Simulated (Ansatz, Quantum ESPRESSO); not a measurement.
# RbCaHBr2 (P4/mmm): Raman and infrared activity, part 2 of 3

Which lines does RbCaHBr2 (P4/mmm) show in Raman and infrared spectra?

Quantum ESPRESSO 8.0 development, patched; DFT LDA, scalar-relativistic, plane waves, PseudoDojo norm-conserving pseudopotentials.

So far. Step 2 (A first look): A gap of 2.8 eV opens on this mesh, so the crystal is taken as an insulator; the start stands at -0.75 GPa. Step 4 (Ground state): The cell stands at -0.002 GPa, close enough for phonons. The relaxed cell has a = 5.614, c = 4.263 Å (conventional setting).

The structure was built from a prototype and need not be the compound's stable phase.

**5. Zone-centre response**

At q = 0 one unit cell holds all displacements; symmetry groups them into irreducible representations that are solved one by one. The response to a field gives ε∞ and the Born charges, which polar modes need. Third-order response adds the Raman tensors.

Input file ph.in:

```
phonons
&inputph
   prefix = 'x'
   outdir = './tmp'
   fildyn = 'g.dyn'
   tr2_ph = 1.0d-18
   epsil = .true.
   lraman = .true.
   elop = .true.
/
0.000000000000 0.000000000000 0.000000000000
```

The run is started by

```bash
$ OMP_NUM_THREADS=1 mpirun -n 4 ph.x -nk 4 -in ph.in > ph.out
```

Output:

```text
[banners, grids, parts of the stress and lines that vanish by symmetry left out]
[banner, memory and clock lines left out]
Program PHONON v.8.0dev

[...]
(   1q-points):
[...]
Exchange-correlation= PW
                           (   1   4   0   0   0   0   0)
[...]
kinetic-energy cut-off    =      74.0000  Ry
     charge density cut-off    =     296.0000  Ry
     convergence threshold     =      1.0E-18
[...]
Exchange-correlation= PW
                           (   1   4   0   0   0   0   0)
[...]
q = (   0.0000000   0.0000000   0.0000000 )
     17 Sym.Ops. (with q -> -q+G )
     G cutoff =  843.9855  (  77905 G-vectors)     FFT grid: ( 60, 60, 45)
     number of k points=    18
[...]
Mode symmetry, D_4h(4/mmm) point group:
[...]
Dielectric constant
[...]
End of electric fields calculation
          Dielectric constant in cartesian axis
          (       3.408552182       0.000000000       0.000000000 )
          (       0.000000000       3.408552182       0.000000000 )
          (       0.000000000       0.000000000       3.131400779 )
          Effective charges (d Force / dE) in cartesian axis without acoustic sum rule applied (asr)
           atom    1  Rb    Mean Z*:        1.27507
      Ex  (        1.30108        0.00000        0.00000 )
      Ey  (        0.00000        1.30108        0.00000 )
      Ez  (        0.00000        0.00000        1.22305 )
           atom    2  Ca    Mean Z*:        2.15603
      Ex  (        2.47847        0.00000        0.00000 )
      Ey  (        0.00000        2.47847        0.00000 )
      Ez  (        0.00000        0.00000        1.51115 )
           atom    3  Br    Mean Z*:       -1.20324
      Ex  (       -1.04926        0.00000        0.00000 )
      Ey  (        0.00000       -1.81862        0.00000 )
      Ez  (        0.00000        0.00000       -0.74184 )
           atom    4  Br    Mean Z*:       -1.20324
      Ex  (       -1.81862        0.00000        0.00000 )
      Ey  (        0.00000       -1.04926        0.00000 )
      Ez  (        0.00000        0.00000       -0.74184 )
           atom    5  H     Mean Z*:       -1.04677
      Ex  (       -0.91836        0.00000        0.00000 )
      Ey  (        0.00000       -0.91836        0.00000 )
      Ez  (        0.00000        0.00000       -1.30360 )
          Effective charges Sum: Mean:       -0.02215
[...]
Effective charges (d Force / dE) in cartesian axis with asr applied:
           atom    1  Rb    Mean Z*:        1.27950
[...]
atom    2  Ca    Mean Z*:        2.16046
[...]
atom    3  Br    Mean Z*:       -1.19881
[...]
atom    4  Br    Mean Z*:       -1.19881
[...]
atom    5  H     Mean Z*:       -1.04234
[...]
Dielectric constant from finite-differences
          (       3.408535403       0.000000000       0.000000000 )
          (       0.000000000       3.408535403       0.000000000 )
          (       0.000000000       0.000000000       3.131532186 )
[...]
(       0.000000000       0.000000000       0.000000000 )
          (       0.000000000       0.000000000      -0.000000000 )
          (       0.000000000      -0.000000000       0.000000000 )
          (       0.000000000       0.000000000       0.000000000 )
          (       0.000000000       0.000000000       0.000000000 )
          (      -0.000000000       0.000000000       0.000000000 )
          (       0.000000000       0.000000000       0.000000000 )
          (       0.000000000       0.000000000       0.000000000 )
[...]
(       0.000000000       0.000000000       0.000000000 )
          (      -0.000000000       0.000000000       0.000000000 )
          (       0.000000000       0.000000000       0.000000000 )
          (       0.000000000       0.000000000       0.000000000 )
          (       0.000000000       0.000000000       0.000000000 )
[...]
Representation #   1 mode #   1
[...]
End of self-consistent calculation
     Convergence has been achieved
     Representation #   2 mode #   2
[...]
End of self-consistent calculation
     Convergence has been achieved
     Representation #   3 mode #   3
[...]
End of self-consistent calculation
     Convergence has been achieved
     Representation #   4 mode #   4
[...]
End of self-consistent calculation
     Convergence has been achieved
     Representation #   5 mode #   5
[...]
Convergence has been achieved
     Representation #   6 modes #   6   7
[...]
Convergence has been achieved
     Representation #   7 modes #   8   9
[...]
Convergence has been achieved
     Representation #   8 modes #  10  11
[...]
Convergence has been achieved
     Representation #   9 modes #  12  13
[...]
End of self-consistent calculation
     Convergence has been achieved
     Representation #  10 modes #  14  15
[...]
End of self-consistent calculation
     Convergence has been achieved
[...]
Dielectric constant in cartesian axis
          (       3.408552182       0.000000000       0.000000000 )
          (       0.000000000       3.408552182       0.000000000 )
          (       0.000000000       0.000000000       3.131400779 )
          Effective charges (d Force / dE) in cartesian axis without acoustic sum rule applied (asr)
           atom    1  Rb    Mean Z*:        1.27507
      Ex  (        1.30108        0.00000        0.00000 )
      Ey  (        0.00000        1.30108        0.00000 )
      Ez  (        0.00000        0.00000        1.22305 )
           atom    2  Ca    Mean Z*:        2.15603
      Ex  (        2.47847        0.00000        0.00000 )
      Ey  (        0.00000        2.47847        0.00000 )
      Ez  (        0.00000        0.00000        1.51115 )
           atom    3  Br    Mean Z*:       -1.20324
      Ex  (       -1.04926        0.00000        0.00000 )
      Ey  (        0.00000       -1.81862        0.00000 )
      Ez  (        0.00000        0.00000       -0.74184 )
           atom    4  Br    Mean Z*:       -1.20324
      Ex  (       -1.81862        0.00000        0.00000 )
      Ey  (        0.00000       -1.04926        0.00000 )
      Ez  (        0.00000        0.00000       -0.74184 )
           atom    5  H     Mean Z*:       -1.04677
      Ex  (       -0.91836        0.00000        0.00000 )
      Ey  (        0.00000       -0.91836        0.00000 )
      Ez  (        0.00000        0.00000       -1.30360 )
          Effective charges Sum: Mean:       -0.02215
[...]
Effective charges (d Force / dE) in cartesian axis with asr applied:
           atom    1  Rb    Mean Z*:        1.27950
[...]
atom    2  Ca    Mean Z*:        2.16046
[...]
atom    3  Br    Mean Z*:       -1.19881
[...]
atom    4  Br    Mean Z*:       -1.19881
[...]
atom    5  H     Mean Z*:       -1.04234
[...]
q = (    0.000000000   0.000000000   0.000000000 )
[...]
freq (    1) =      -1.007774 [THz] =     -33.615718 [cm-1]
     freq (    2) =      -1.007774 [THz] =     -33.615718 [cm-1]
     freq (    3) =      -0.022759 [THz] =      -0.759159 [cm-1]
     freq (    4) =      -0.022759 [THz] =      -0.759159 [cm-1]
     freq (    5) =       0.026043 [THz] =       0.868713 [cm-1]
     freq (    6) =       1.389240 [THz] =      46.340061 [cm-1]
     freq (    7) =       2.124589 [THz] =      70.868674 [cm-1]
     freq (    8) =       2.174053 [THz] =      72.518588 [cm-1]
     freq (    9) =       2.174053 [THz] =      72.518588 [cm-1]
     freq (   10) =       2.335726 [THz] =      77.911441 [cm-1]
     freq (   11) =       5.988711 [THz] =     199.761890 [cm-1]
     freq (   12) =       5.988711 [THz] =     199.761890 [cm-1]
     freq (   13) =       8.110225 [THz] =     270.527978 [cm-1]
     freq (   14) =       8.110225 [THz] =     270.527978 [cm-1]
     freq (   15) =      38.750547 [THz] =    1292.579123 [cm-1]
[...]
Mode symmetry, D_4h(4/mmm) point group:
     freq (   1-   2) =        -33.6  [cm-1]   --> E_u  X_5' M_5'  I
     freq (   3-   4) =         -0.8  [cm-1]   --> E_u  X_5' M_5'  I
     freq (   5-   5) =          0.9  [cm-1]   --> A_2u X_4' M_4'  I
     freq (   6-   6) =         46.3  [cm-1]   --> B_2u X_3' M_3'
     freq (   7-   7) =         70.9  [cm-1]   --> A_2u X_4' M_4'  I
     freq (   8-   9) =         72.5  [cm-1]   --> E_u  X_5' M_5'  I
     freq (  10-  10) =         77.9  [cm-1]   --> A_2u X_4' M_4'  I
     freq (  11-  12) =        199.8  [cm-1]   --> E_u  X_5' M_5'  I
     freq (  13-  14) =        270.5  [cm-1]   --> E_u  X_5' M_5'  I
     freq (  15-  15) =       1292.6  [cm-1]   --> A_2u X_4' M_4'  I
```

Run time: 30 min. Hardware: 4 MPI ranks of Arm Neoverse V1, shared host.

Read from the output:

| Property | Result |
| --- | --- |
| miss of the charge sum rule | 0.05308 e |
| largest acoustic frequency at the zone centre before the sum rule | 0.87 cm⁻¹ |
| highest optical zone-centre mode (no LO-TO term) | 1293 cm⁻¹ |
| lowest optical zone-centre mode | -33.62 cm⁻¹ |
| mean high-frequency dielectric constant | 3.316 |
| largest Born charge in size (third of the trace) | 2.156 e |

Born charge (rows field, columns displacement), before the sum rule (e), principal values of the symmetric part by kind of site:

| atom | atoms with these values | low | middle | high | mean |
| --- | --- | --- | --- | --- | --- |
| Rb1 | 1 | 1.22 | 1.30 | 1.30 | 1.28 |
| Ca2 | 1 | 1.51 | 2.48 | 2.48 | 2.16 |
| Br3 | 2 | -1.82 | -1.05 | -0.74 | -1.20 |
| H5 | 1 | -1.30 | -0.92 | -0.92 | -1.05 |

In full for Ca2:

```
2.48 0.00 0.00
0.00 2.48 0.00
0.00 0.00 1.51
```

High-frequency dielectric tensor:

```
3.41 0.00 0.00
0.00 3.41 0.00
0.00 0.00 3.13
```

The acoustic modes at Γ come out as far as 0.9 cm⁻¹ from zero, where they should vanish, a small numerical error; the Born charges miss their sum rule by 0.053 e, too much: mesh or cutoff is short for the field response. The lowest optical mode is imaginary, 34i cm⁻¹, an instability at this level and on this k mesh.

**6. Modes with the sum rule**

A rigid shift of the crystal must cost nothing, but grids and finite bases break this; the acoustic sum rule is imposed before the matrix is diagonalised again. With Born charges the intensities follow; a static dielectric tensor has no meaning with imaginary modes.

Input file dynmat.in:

```
&input
   fildyn = 'g.dyn'
   asr = 'crystal'
   fileig = 'dynmat.eig'
   lperm = .true.
/
```

The run is started by

```bash
$ dynmat.x -in dynmat.in > dynmat.out
```

Output:

```text
[banner, memory and clock lines left out]
Program DYNMAT v.8.0dev

     Reading Dynamical Matrix from file g.dyn
     ...Force constants read
     ...epsilon and Z* read
     ...Raman cross sections read
     Acoustic Sum Rule: || Z*(ASR) - Z*(orig)|| =    2.411513E-02
     Acoustic Sum Rule: ||dyn(ASR) - dyn(orig)||=    1.188436E-05
     A direction for q was not specified:TO-LO splitting will be absent

     Polarizability (A^3 units)
     multiply by 0.564316 for Clausius-Mossotti correction (not under assume_isolated = 'mt')
        25.752806    0.000000    0.000000
         0.000000   25.752806    0.000000
         0.000000    0.000000   22.789438

     IR activities are in (D/A)^2/amu units

# mode   [cm-1]    [THz]      IR
    1    -33.63   -1.0082    2.4335
    2    -33.63   -1.0082    2.4335
    3     -0.00   -0.0000    0.0000
    4      0.00    0.0000    0.0000
    5      0.00    0.0000    0.0000
    6     46.34    1.3892    0.0000
    7     70.87    2.1246    0.6506
    8     72.52    2.1741    0.7292
    9     72.52    2.1741    0.7292
   10     77.90    2.3354    0.1337
   11    199.75    5.9884   13.3254
   12    199.75    5.9884   13.3254
   13    270.52    8.1099    8.0277
   14    270.52    8.1099    8.0277
   15   1292.58   38.7505   39.5327

Electronic dielectric permittivity tensor (relative, adimensional)
         3.408552    0.000000    0.000000
         0.000000    3.408552    0.000000
         0.000000    0.000000    3.131401

 ... with zone-center polar mode contributions
        12.652045   -0.000000   -0.000000
        -0.000000   12.652045    0.000000
        -0.000000    0.000000    5.912927

[end of the log left out, with the tail of the file of modes that dynmat.x writes under the same name]
```

The job ended after 0.47 s (1 thread).

This step gave:

| Item | Value |
| --- | --- |
| lowest optical zone-centre mode | -33.63 cm⁻¹ |

Unit eigenvectors of the mass-weighted matrix after the sum rule; no LO-TO term. Modes at Γ, with each element's share of the kinetic energy (negative means imaginary):

| mode | frequency (cm⁻¹) | Rb % | Ca % | Br % | H % |
| --- | --- | --- | --- | --- | --- |
| 1 | -33.6 | 38 | 11 | 42 | 9 |
| 2 | -33.6 | 38 | 11 | 42 | 9 |
| 3 | 0.0 | 30 | 14 | 56 | 0 |
| 4 | 0.0 | 30 | 14 | 56 | 0 |
| 5 | 0.0 | 30 | 14 | 56 | 0 |
| 6 | 46.3 | 0 | 0 | 100 | 0 |
| 7 | 70.9 | 69 | 2 | 29 | 0 |
| 8 | 72.5 | 29 | 2 | 69 | 0 |
| 9 | 72.5 | 29 | 2 | 69 | 0 |
| 10 | 77.9 | 1 | 82 | 15 | 2 |
| 11 | 199.8 | 2 | 67 | 15 | 17 |
| 12 | 199.8 | 2 | 67 | 15 | 17 |
| 13 | 270.5 | 1 | 6 | 19 | 74 |
| 14 | 270.5 | 1 | 6 | 19 | 74 |
| 15 | 1292.6 | 0 | 2 | 0 | 98 |

Displacements in mode 2 (-33.6 cm⁻¹), the largest set to 1:
```
Rb1  0.01  0.23  0.00
Ca2 -0.01 -0.18  0.00
Br3  0.00 -0.23  0.00
Br4 -0.01  0.09  0.00
H5  -0.04 -1.00  0.00
```

Displacements in mode 9 (72.5 cm⁻¹), the largest set to 1:
```
Rb1 -0.64 -0.56  0.00
Ca2 -0.25 -0.22  0.00
Br3  1.00 -0.16  0.00
Br4 -0.18  0.88  0.00
H5  -0.25 -0.22  0.00
```

Degenerate modes summed, no LO-TO term; imaginary modes left out. Lines of the infrared spectrum (strongest = 100):

| position (cm⁻¹) | lines merged | IR intensity, relative |
| --- | --- | --- |
| 46 | 1 | 0.0 |
| 71 | 1 | 1.6 |
| 73 | 2 | 3.7 |
| 78 | 1 | 0.3 |
| 200 | 2 | 67 |
| 271 | 2 | 41 |
| 1293 | 1 | 100 |

The rule moves no optical mode by more than 0.1 cm⁻¹.

**7. Sum rules set otherwise (asr simple)**

The rule can be imposed in more than one way; the choices should agree where the raw error is small.

Input file dynmat.in:

```
&input
   fildyn = 'g.dyn'
   asr = 'simple'
   fileig = 'dynmat.eig'
   lperm = .true.
/
```

The run is started by

```bash
$ dynmat.x -in dynmat.in > dynmat.out
```

Output:

```text
[banner, memory and clock lines left out]
Program DYNMAT v.8.0dev

     Reading Dynamical Matrix from file g.dyn
     ...Force constants read
     ...epsilon and Z* read
     ...Raman cross sections read
     A direction for q was not specified:TO-LO splitting will be absent

     Polarizability (A^3 units)
     multiply by 0.564316 for Clausius-Mossotti correction (not under assume_isolated = 'mt')
        25.752806    0.000000    0.000000
         0.000000   25.752806    0.000000
         0.000000    0.000000   22.789438

     IR activities are in (D/A)^2/amu units

# mode   [cm-1]    [THz]      IR
    1    -33.63   -1.0081    2.4336
    2    -33.63   -1.0081    2.4336
    3      0.00    0.0000    0.0000
    4      0.00    0.0000    0.0000
    5      0.00    0.0000    0.0000
    6     46.34    1.3892    0.0000
    7     70.87    2.1245    0.6504
    8     72.52    2.1741    0.7291
    9     72.52    2.1741    0.7291
   10     77.89    2.3350    0.1339
   11    199.76    5.9887   13.3248
   12    199.76    5.9887   13.3248
   13    270.51    8.1097    8.0282
   14    270.51    8.1097    8.0282
   15   1292.57   38.7501   39.5327

Electronic dielectric permittivity tensor (relative, adimensional)
         3.408552    0.000000    0.000000
         0.000000    3.408552    0.000000
         0.000000    0.000000    3.131401

 ... with zone-center polar mode contributions
        12.651100   -0.000000    0.000000
        -0.000000   12.651100    0.000000
         0.000000    0.000000    5.913066

[end of the log left out, with the tail of the file of modes that dynmat.x writes under the same name]
```

Wall time 0.45 s (1 thread).

Zone-centre frequencies as printed; negative means imaginary. Modes:

| mode | frequency (cm⁻¹) |
| --- | --- |
| 1 | -33.63 |
| 2 | -33.63 |
| 3 | 0 |
| 4 | 0 |
| 5 | 0 |
| 6 | 46.34 |
| 7 | 70.87 |
| 8 | 72.52 |
| 9 | 72.52 |
| 10 | 77.89 |
| 11 | 199.8 |
| 12 | 199.8 |
| 13 | 270.5 |
| 14 | 270.5 |
| 15 | 1293 |

Against the first rule no mode moves by more than 0.1 cm⁻¹.

**8. Sum rules set otherwise (asr no)**

Without the rule the raw error of the acoustic modes shows.

Input file dynmat.in:

```
&input
   fildyn = 'g.dyn'
   asr = 'no'
   fileig = 'dynmat.eig'
   lperm = .true.
/
```

The run is started by

```bash
$ dynmat.x -in dynmat.in > dynmat.out
```

Output:

```text
[banner, memory and clock lines left out]
Program DYNMAT v.8.0dev

     Reading Dynamical Matrix from file g.dyn
     ...Force constants read
     ...epsilon and Z* read
     ...Raman cross sections read
     A direction for q was not specified:TO-LO splitting will be absent

     Polarizability (A^3 units)
     multiply by 0.564316 for Clausius-Mossotti correction (not under assume_isolated = 'mt')
        25.752806    0.000000    0.000000
         0.000000   25.752806    0.000000
         0.000000    0.000000   22.789438

     IR activities are in (D/A)^2/amu units

# mode   [cm-1]    [THz]      IR
    1    -33.62   -1.0078    2.4390
    2    -33.62   -1.0078    2.4390
    3     -0.76   -0.0227    0.0000
    4     -0.76   -0.0227    0.0000
    5      0.87    0.0260    0.0002
    6     46.34    1.3892    0.0000
    7     70.87    2.1246    0.6539
    8     72.52    2.1741    0.7289
    9     72.52    2.1741    0.7289
   10     77.91    2.3357    0.1261
   11    199.76    5.9887   13.3381
   12    199.76    5.9887   13.3381
   13    270.53    8.1102    8.0634
   14    270.53    8.1102    8.0634
   15   1292.58   38.7505   40.1512

Electronic dielectric permittivity tensor (relative, adimensional)
         3.408552    0.000000    0.000000
         0.000000    3.408552    0.000000
         0.000000    0.000000    3.131401

 ... with zone-center polar mode contributions
        12.663256   -0.000000   -0.000000
        -0.000000   12.663256   -0.000000
        -0.000000   -0.000000    5.909385

[end of the log left out, with the tail of the file of modes that dynmat.x writes under the same name]
```

It took 0.45 s on 1 thread.

This step gave:

- lowest optical zone-centre mode: -33.62 cm⁻¹

Zone-centre frequencies as printed; negative means imaginary. Modes:

| mode | frequency (cm⁻¹) |
| --- | --- |
| 1 | -33.62 |
| 2 | -33.62 |
| 3 | -0.76 |
| 4 | -0.76 |
| 5 | 0.87 |
| 6 | 46.34 |
| 7 | 70.87 |
| 8 | 72.52 |
| 9 | 72.52 |
| 10 | 77.91 |
| 11 | 199.8 |
| 12 | 199.8 |
| 13 | 270.5 |
| 14 | 270.5 |
| 15 | 1293 |

Against the first rule no mode moves by more than 0.9 cm⁻¹.

**9. The LO-TO splitting (1 0 0)**

A longitudinal polar mode sets up a macroscopic field that stiffens it; the term hangs on the direction from which q goes to zero.

Input file dynmat.in:

```
&input
   fildyn = 'g.dyn'
   asr = 'crystal'
   fileig = 'dynmat.eig'
   q(1) = 1.0
   q(2) = 0.0
   q(3) = 0.0
/
```

The run is started by

```bash
$ dynmat.x -in dynmat.in > dynmat.out
```

Output:

```text
[banner, memory and clock lines left out]
Program DYNMAT v.8.0dev

     Reading Dynamical Matrix from file g.dyn
     ...Force constants read
     ...epsilon and Z* read
     ...Raman cross sections read
     Acoustic Sum Rule: || Z*(ASR) - Z*(orig)|| =    2.411513E-02
     Acoustic Sum Rule: ||dyn(ASR) - dyn(orig)||=    1.188436E-05

     Polarizability (A^3 units)
     multiply by 0.564316 for Clausius-Mossotti correction (not under assume_isolated = 'mt')
        25.752806    0.000000    0.000000
         0.000000   25.752806    0.000000
         0.000000    0.000000   22.789438

     IR activities are in (D/A)^2/amu units

# mode   [cm-1]    [THz]      IR
    1    -33.63   -1.0082    2.4335
    2     -0.00   -0.0000    0.0000
    3      0.00    0.0000    0.0000
    4      0.00    0.0000    0.0000
    5     40.54    1.2155    0.1205
    6     46.34    1.3892    0.0000
    7     70.87    2.1246    0.6506
    8     72.52    2.1741    0.7292
    9     77.90    2.3354    0.1337
   10     83.21    2.4946    0.1466
   11    199.75    5.9884   13.3254
   12    242.12    7.2586    0.6001
   13    270.52    8.1099    8.0277
   14    405.20   12.1476   23.6485
   15   1292.58   38.7505   39.5327

  )
[end of the log left out, with the tail of the file of modes that dynmat.x writes under the same name]
```

The job ended after 0.45 s (1 thread).

This step gave:

| Quantity | Value |
| --- | --- |
| highest mode moved by the LO-TO term | 405.2 cm⁻¹ |

Zone-centre frequencies as printed; negative means imaginary. Modes:

| mode | frequency (cm⁻¹) |
| --- | --- |
| 1 | -33.63 |
| 2 | 0 |
| 3 | 0 |
| 4 | 0 |
| 5 | 40.54 |
| 6 | 46.34 |
| 7 | 70.87 |
| 8 | 72.52 |
| 9 | 77.9 |
| 10 | 83.21 |
| 11 | 199.8 |
| 12 | 242.1 |
| 13 | 270.5 |
| 14 | 405.2 |
| 15 | 1293 |

The field moves 4 modes; the highest of them now lies at 405 cm⁻¹, where the highest that moved away lay at 270.

[end of part 2 of 3]

[Host names and launcher messages were left out of these logs when they were recorded.]

[Logs are printed without paths, hosts, clocks, repeated set-up lines and the standing remarks that a program may print on its own settings, such as how far it seeks lower states.]

[Hosts, paths, dates, database ids (printed as entryN), source tags and the programs' standing remarks are cut or masked in the printed files.]
